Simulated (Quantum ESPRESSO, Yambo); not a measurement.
# Quasiparticle gap of PbO (P4/nmm) in Yambo, part 3 of 3

Wanted: ground state, empty states, screening and self-energy for PbO (P4/nmm).

Quantum ESPRESSO 7.5 and Yambo 5.3.0; PBE and many-body steps on it, plane waves. Known limits of the many-body steps: not at the basis limit; no spin-orbit coupling; coarse k mesh.

So far. Step 3 (Bands along the symmetry lines): The gap is 1.139 eV, −0.001 eV from the run before at this level. Step 4 (Empty states on the mesh, 4×4×2 mesh, 280 bands): On this mesh the gap is 1.140 eV.

The database entry behind the starting cell differs from later determinations by our own check (c about 1 % long), so it need not match the best structure at ambient conditions.

## Step 6: Screening and self-energy, 4×4×2 mesh, 280 bands, screening to 210.9 eV

Now the one-shot GW correction: screening in the RPA, then the self-energy of the levels asked for.

This step: G0W0 on PBE, plane waves, norm-conserving pseudopotentials.

gw1.in reads:

```
HF_and_locXC
gw0
dyson
ppa
em1d
rim_cut
RandQpts= 1000000
RandGvec= 1 RL
EXXRLvcs= 76 Ry
VXCRLvcs= 304 Ry
Chimod= "HARTREE"
% BndsRnXp
 1 | 280 |
%
NGsBlkXp= 15.5 Ry
% LongDrXp
 1 | 1 | 1 |
%
% GbndRnge
 1 | 280 |
%
DysSolver= "n"
ExtendOut
PPAPntXp= 27.21138 eV
% QPkrange
 1 | 1 | 27 | 30 |
 11 | 11 | 27 | 30 |
%
```

The run is started by

```
$ OMP_NUM_THREADS=1 mpirun -n 4 yambo -F gw1.in -J gw1 -C gw1 > gw1.log
```

Log:

```text
 Yambo, version 5.3.0

 [02] CORE Variables Setup
 =========================

  [... cell, symmetries and grids as in the set-up ...]

  [02.05] Energies & Occupations
  ==============================

  [X] === General ===
  [X] Electronic Temperature                        :  0.000000  0.000000 [eV K]
  [X] Bosonic    Temperature                        :  0.000000  0.000000 [eV K]
  [X] Finite Temperature mode                       : no
  [X] El. density                                   :  0.70435E+24 [cm-3]
  [X] Fermi Level                                   :  10.49034 [eV]

  [X] === Gaps and Widths ===
  [X] Conduction Band Min                           :  1.140379 [eV]
  [X] Valence Band Max                              :  0.000000 [eV]
  [X] Filled Bands                                  :  28
  [X] Empty Bands                                   :   29  280
  [X] Direct Gap                                    :  2.139783 [eV]
  [X] Direct Gap localized at k                     :  11
  [X] Indirect Gap                                  :  1.140379 [eV]
  [X] Indirect Gap between kpts                     :   1  11
  [X] Last valence band width                       :  1.733881 [eV]
  [X] 1st conduction band width                     :  2.397823 [eV]

 [03] Transferred momenta grid and indexing
 ==========================================

 IBZ Q-points                                      :  12
 BZ  Q-points                                      :   32

 K/Q-points units:
 rlu = crystal or reduced units; cc = cartesian coordinates; iku = interal k-units

 Q [ 1]         [rlu]:  0.000000  0.000000  0.000000
 Q [ 2]         [rlu]:  0.000000  0.000000 -0.500000
 Q [ 3]         [rlu]:  0.000000  0.250000  0.000000
 Q [ 4]         [rlu]:  0.000000  0.250000 -0.500000
 Q [ 5]         [rlu]:  0.000000 -0.500000  0.000000
 Q [ 6]         [rlu]:  0.000000 -0.500000 -0.500000
 Q [ 7]         [rlu]:  0.250000  0.250000  0.000000
 Q [ 8]         [rlu]:  0.250000  0.250000 -0.500000
 Q [ 9]         [rlu]:  0.250000 -0.500000  0.000000
 Q [10]         [rlu]:  0.250000 -0.500000 -0.500000
 Q [11]         [rlu]: -0.500000 -0.500000  0.000000
 Q [12]         [rlu]: -0.500000 -0.500000 -0.500000

 [04] Coloumb potential Random Integration (RIM)
 ===============================================

  [04.01] RIM initialization
  ==========================

  * Diagonal components only detected *

  8 x (sBL volume)        :  0.115581 [a.u.]
  sBZ random points       :  1000000
  Points outside the sBZ  :   7992674
  RL volume               :  0.462322 [a.u.]
  Integrated volume       :  0.462746 [a.u.]

  [04.02] RIM integrals
  =====================

  Gamma point sphere radius             :  0.088358 [a.u.]
  Points outside the sphere             :   799859
  [Int_sBZ(q=0) 1/q^2]*(Vol_sBZ)^(-1/3) =:  7.508321
                                 should be <:  7.795600

  Summary of Coulomb integrals for non-metallic bands |Q|[au] RIM/Bare

  Q [1] 0.100000E-4 0.963149 * Q [3] 0.209906 0.939180
  Q [7] 0.296853 0.985912 * Q [2] 0.327901 1.190425
  Q [4] 0.389333 1.098551 * Q [5] 0.419813 0.988250
  Q [8] 0.442313 1.058096 * Q [9] 0.469365 0.992508
  Q [6] 0.532693 1.023701 * Q [10] 0.572558 1.017510
  Q [11] 0.593705 0.996346 * Q [12] 0.678237 1.008321

 [05] Dipoles
 ============

  [05.01] Setup: observables and procedures
  =========================================

  [WARNING] [x,Vnl] slows the Dipoles computation. To neglect it rename the ns.kb_pp file

 [06] Dynamic Dielectric Matrix (PPA)
 ====================================

 [WR./gw1//ndb.pp]---------------------------------------------------------------
  Brillouin Zone Q/K grids (IBZ/BZ)                :   12   32   12   32
  RL vectors                                       :   7421 [WF]
  Coulomb cutoff potential                         : none
  Electronic Temperature                           :  0.000000 [K]
  Bosonic    Temperature                           :  0.000000 [K]
  PPA    diel. fun.  energies                      : Perdew, Burke & Ernzerhof(X)+Perdew, Burke & Ernzerhof(C)
  wavefunctions                                    : Perdew, Burke & Ernzerhof(X)+Perdew, Burke & Ernzerhof(C)
  Global Gauge                                     : length
  X matrix size                                    :   593
  X band range                                     :    1  280
  X e/h energy range                               : -1.000000 -1.000000 [eV]
  X Time ordering                                  : R
  X Hxc Kernel                                     : HARTREE
  X Drude frequency                                :  0.000000  0.000000
  X poles                                          :  100.0000 [o/o]
  RL vectors in the sum                            :   7421
  [r,Vnl] included                                 : yes
  Field direction                                  :  0.577350E-5  0.577350E-5  0.577350E-5
  BZ energy Double Grid                            : no
  BZ energy DbGd points                            : 0
  BZ Q point size factor                           : -1.000000
  X Optical Averaged directions                    : none

 [07] Local Exchange-Correlation + Non-Local Fock
 ================================================

 [VXC] Plane waves :   48109
 [EXS] Plane waves :   6039

 QP @ state[ 1 ] K range:  1  1
 QP @ state[ 1 ] b range:  27  30
 QP @ state[ 2 ] K range:  11  11
 QP @ state[ 2 ] b range:  27  30

 [xc] Functional : Perdew, Burke & Ernzerhof(X)+Perdew, Burke & Ernzerhof(C)
 [xc] LIBXC used to calculate xc functional
  PP Number of Atomic Species                      :  2
  NLCC RL compoments                               :   48109
  PP Number of Atomic Species                      :  2
  NLCC RL compoments                               :   48109

 [xc] E_xc :  -38.90205 [Ha]
      E_xc :  -77.80409 [Ry]

  Local XC kind (lXC) : Perdew, Burke & Ernzerhof(X)+Perdew, Burke & Ernzerhof(C)
  Non-Local XC kind (nlXC) : Hartree-Fock

  Corrections @ K [1] :  [eV]
 <27|nlXC|27> = -24.38330  0.31720E-17 <27|lXC|27> = -19.64461 -0.18882E-15
 <28|nlXC|28> = -20.42665  0.54426E-17 <28|lXC|28> = -18.04756  0.000000
 <29|nlXC|29> = -8.474783 -0.20960E-17 <29|lXC|29> = -12.42384  0.000000
 <30|nlXC|30> = -6.816506 -0.13941E-17 <30|lXC|30> = -11.34140  0.000000

  Corrections @ K [11] :  [eV]
 <27|nlXC|27> = -24.98330  0.36783E-17 <27|lXC|27> = -20.40860 -0.56645E-15
 <28|nlXC|28> = -24.98362 -0.16978E-16 <28|lXC|28> = -20.40860  0.94408E-16
 <29|nlXC|29> = -6.808484  0.46995E-17 <29|lXC|29> = -10.08601 -0.29503E-16
 <30|nlXC|30> = -6.808486  0.33261E-17 <30|lXC|30> = -10.08601 -0.82607E-16

 [08] Dyson equation: Newton solver
 ==================================

  [08.01] G0W0 (W PPA)
  ====================

  [  GW  ] Bands range     :    1  280
  [GW/PPA] G damping       :  0.100000 [eV]

  QP @ state[ 1 ] K range:  1  1
  QP @ state[ 1 ] b range:  27  30
  QP @ state[ 2 ] K range:  11  11
  QP @ state[ 2 ] b range:  27  30

   Sc/G bands                                       :    1  280
   Sc/G damping                                     :  0.100000 ev
   Sc bands terminator                              : no
   Sx RL components                                 :   6039

   QP @ state[ 1 ] K range                          :  1  1
   QP @ state[ 1 ] b range                          :  27  30
   QP @ state[ 2 ] K range                          :  11  11
   QP @ state[ 2 ] b range                          :  27  30
   GF energies kind                                 : Perdew, Burke & Ernzerhof(X)+Perdew, Burke & Ernzerhof(C)
   GF WF`s kind                                     : Perdew, Burke & Ernzerhof(X)+Perdew, Burke & Ernzerhof(C)
   Xs energies kind                                 : Perdew, Burke & Ernzerhof(X)+Perdew, Burke & Ernzerhof(C)
   Xs WF`s kind                                     : Perdew, Burke & Ernzerhof(X)+Perdew, Burke & Ernzerhof(C)

 [11] Game Over & Game summary
```

Elapsed: 16 min, on 4 MPI ranks of Arm Neoverse V2, shared host; peak memory 2.9 GiB; 65 min of CPU time.

This step gave:

```yaml
g0w0_gap_on_the_points_computed: 1.318 eV
starting_gap_on_the_mesh: 1.140 eV
k_of_the_valence_top: 0, 0, 0
k_of_the_conduction_bottom: -0.5, -0.5, 0
least_direct_g0w0_gap_on_the_computed_points: 2.204 eV
z_at_the_valence_top: 0.7861
z_at_the_conduction_bottom: 0.8351
```

The gap on the mesh goes from 1.14 eV to 1.32 eV, a correction of +0.18 eV.

Limits: finite bands, cutoff and mesh; no spin-orbit coupling; coarse k mesh. v1 is the top filled band, c1 the lowest empty one. Levels before and after the correction, in eV, zero at the valence-band top of each column:

```
           conduction bottom  valence top
Kohn-Sham               1.14         0.00
     G0W0               1.32         0.00
```

```
                         level  energy (eV)
Kohn-Sham                 Γ v2       -1.604
Kohn-Sham                 Γ v1        0.000
Kohn-Sham                 Γ c1        2.410
Kohn-Sham                 Γ c2        5.517
Kohn-Sham  (-0.5 -0.5 0) v2-v1       -0.999
Kohn-Sham  (-0.5 -0.5 0) c1-c2        1.140
     G0W0                 Γ v2       -1.600
     G0W0                 Γ v1        0.000
     G0W0                 Γ c1        2.877
     G0W0                 Γ c2        6.000
     G0W0  (-0.5 -0.5 0) v2-v1       -0.885
     G0W0  (-0.5 -0.5 0) c1-c2        1.318
```

## Step 7: Where the time went

Times are wall times on the hardware named with each run, good to a factor of about two.

```
                          step    time  share  memory (GiB)
                  ground state    28 s    3 %          0.42
bands along the symmetry lines    13 s    1 %          0.31
      empty states on the mesh    56 s    5 %           0.8
         conversion and set-up   2.3 s    0 %          0.24
     screening and self-energy  16 min   91 %           2.9
```

## Step 8: Summary of results

```
PBE gap              : 1.14 eV, indirect
G0W0 gap on the mesh : 1.32 eV
GW settings          : 4×4×2 mesh, 280 bands, screening to 210.9 eV, Godby-Needs plasmon pole
known limits         : not at the basis limit; no spin-orbit coupling; coarse k mesh
```

What this shows: G0W0 moves the gap on the mesh from 1.14 eV to 1.32 eV (+0.18 eV), with Z of 0.79 and 0.84 at the edges. Only 2 of the mesh's irreducible points were corrected, so a valley elsewhere could overtake. The dearest step here is «screening and self-energy». Bands and cutoff are finite, so the gap is not at the basis limit. The miss can reach some tenths of an eV and take either sign; the mesh is an error of its own. In the G0W0 run levels were corrected at 2 k points alone, so a gap called «on the mesh» is the least over those, and an edge elsewhere would be missed. The 4×4×2 mesh is coarse for this cell, which bears on the long-range parts of exchange and screening. Where an edge is built on 6p states of lead, bismuth or thallium, scalar-relativistic gaps usually stand too wide, by a few tenths to over one eV. The many-body steps are scalar-relativistic: spin-orbit coupling is not in them.

[Paths, hosts, dates, memory and timing lines, banners, echoed tables and standing remarks are left out of the program output.]

[Logs are printed without paths, hosts, clocks, repeated set-up lines and the standing remarks that a program may print on its own settings, such as how far it seeks lower states.]

[Runs of the session that timed out or met a known fault of the program may be left out.]

[Hosts, paths, dates, database ids (printed as entryN), source tags and the programs' standing remarks are cut or masked in the printed files.]
